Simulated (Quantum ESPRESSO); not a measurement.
The O K edge of atom 5 in RbPO3 (Cmcm), with 2 P at 1.60 Å (linear, site symmetry 2/m), was computed in 2 ways: full core hole (charged cell) and no core hole. Program and functional: Quantum ESPRESSO XSpectra, PBEsol, Lorentzian half width 0.3 eV up to 4 eV, rising linearly to 2.5 eV at 25 eV; cells of 10 atoms.

Each run is counted from its own lowest empty level or Fermi level and scaled to a mean of 1 over its first 20 eV. (XSpectra's own axis starts at xe0, in the gap; it has been shifted.)

| E (eV) | run 1 | run 2 |
| --- | --- | --- |
| -2.0 | 0.03 | 0.04 |
| -1.5 | 0.03 | 0.05 |
| -1.0 | 0.03 | 0.06 |
| -0.5 | 0.04 | 0.08 |
| 0.0 | 0.06 | 0.11 |
| 0.5 | 0.08 | 0.22 |
| 1.0 | 0.13 | 0.34 |
| 1.5 | 0.21 | 0.46 |
| 2.0 | 0.38 | 0.71 |
| 2.5 | 0.63 | 1.50 |
| 3.0 | 0.69 | 2.19 |
| 3.5 | 0.78 | 2.20 |
| 4.0 | 1.05 | 2.18 |
| 4.5 | 1.38 | 2.56 |
| 5.0 | 1.58 | 2.55 |
| 5.5 | 1.61 | 2.09 |
| 6.0 | 1.61 | 1.70 |
| 6.5 | 1.66 | 1.49 |
| 7.0 | 1.70 | 1.36 |
| 7.5 | 1.73 | 1.21 |
| 8.0 | 1.75 | 1.03 |
| 8.5 | 1.68 | 0.86 |
| 9.0 | 1.52 | 0.77 |
| 9.5 | 1.34 | 0.74 |
| 10.0 | 1.23 | 0.76 |
| 10.5 | 1.18 | 0.81 |
| 11.0 | 1.16 | 0.85 |
| 11.5 | 1.14 | 0.87 |
| 12.0 | 1.13 | 0.86 |
| 12.5 | 1.12 | 0.84 |
| 13.0 | 1.10 | 0.81 |
| 13.5 | 1.08 | 0.78 |
| 14.0 | 1.03 | 0.74 |
| 14.5 | 0.96 | 0.70 |
| 15.0 | 0.89 | 0.65 |
| 15.5 | 0.83 | 0.61 |
| 16.0 | 0.77 | 0.57 |
| 16.5 | 0.73 | 0.54 |
| 17.0 | 0.69 | 0.52 |
| 17.5 | 0.66 | 0.51 |
| 18.0 | 0.64 | 0.51 |
| 18.5 | 0.63 | 0.52 |
| 19.0 | 0.62 | 0.53 |
| 19.5 | 0.62 | 0.55 |
| 20.0 | 0.63 | 0.56 |
| 20.5 | 0.64 | 0.57 |
| 21.0 | 0.64 | 0.58 |
| 21.5 | 0.65 | 0.58 |
| 22.0 | 0.65 | 0.59 |
| 22.5 | 0.65 | 0.59 |
| 23.0 | 0.65 | 0.59 |
| 23.5 | 0.65 | 0.59 |
| 24.0 | 0.66 | 0.59 |
| 24.5 | 0.66 | 0.59 |
| 25.0 | 0.67 | 0.60 |
| 25.5 | 0.68 | 0.60 |
| 26.0 | 0.68 | 0.60 |
| 26.5 | 0.69 | 0.59 |
| 27.0 | 0.69 | 0.59 |
| 27.5 | 0.69 | 0.59 |
| 28.0 | 0.69 | 0.58 |
| 28.5 | 0.69 | 0.57 |
| 29.0 | 0.68 | 0.56 |
| 29.5 | 0.68 | 0.55 |
| 30.0 | 0.67 | 0.54 |
| 30.5 | 0.66 | 0.53 |
| 31.0 | 0.64 | 0.52 |
| 31.5 | 0.63 | 0.51 |
| 32.0 | 0.61 | 0.50 |

Which run is which?

Run 1: no core hole (area from −2 to 6 eV 4.8, main maxima 7.9 eV (1.75)). Run 2: full core hole (charged cell) (area from −2 to 6 eV 9.1, main maxima 3.2 eV (2.26), 4.7 eV (2.64) and 11.5 eV (0.87)). With each curve scaled to its own mean, the area from −2 to 6 eV with the hole is 9.1 against 4.8, and the centre of weight from −1 to 20 eV moves by -1.7 eV: the hole pulls the absorber's empty states down.

[Hosts, paths, dates, database ids (printed as entryN), source tags and the programs' standing remarks are cut or masked in the printed files.]

[Lists of maxima count a maximum above −3 eV only where it reaches 4 % of the highest in the window and stands out from its surroundings by 2 % of it (1.5 % where it reaches 55 %); shoulders and weaker maxima are passed over, and of the rest the first, up to two pre-edge ones and the few strongest are named.]
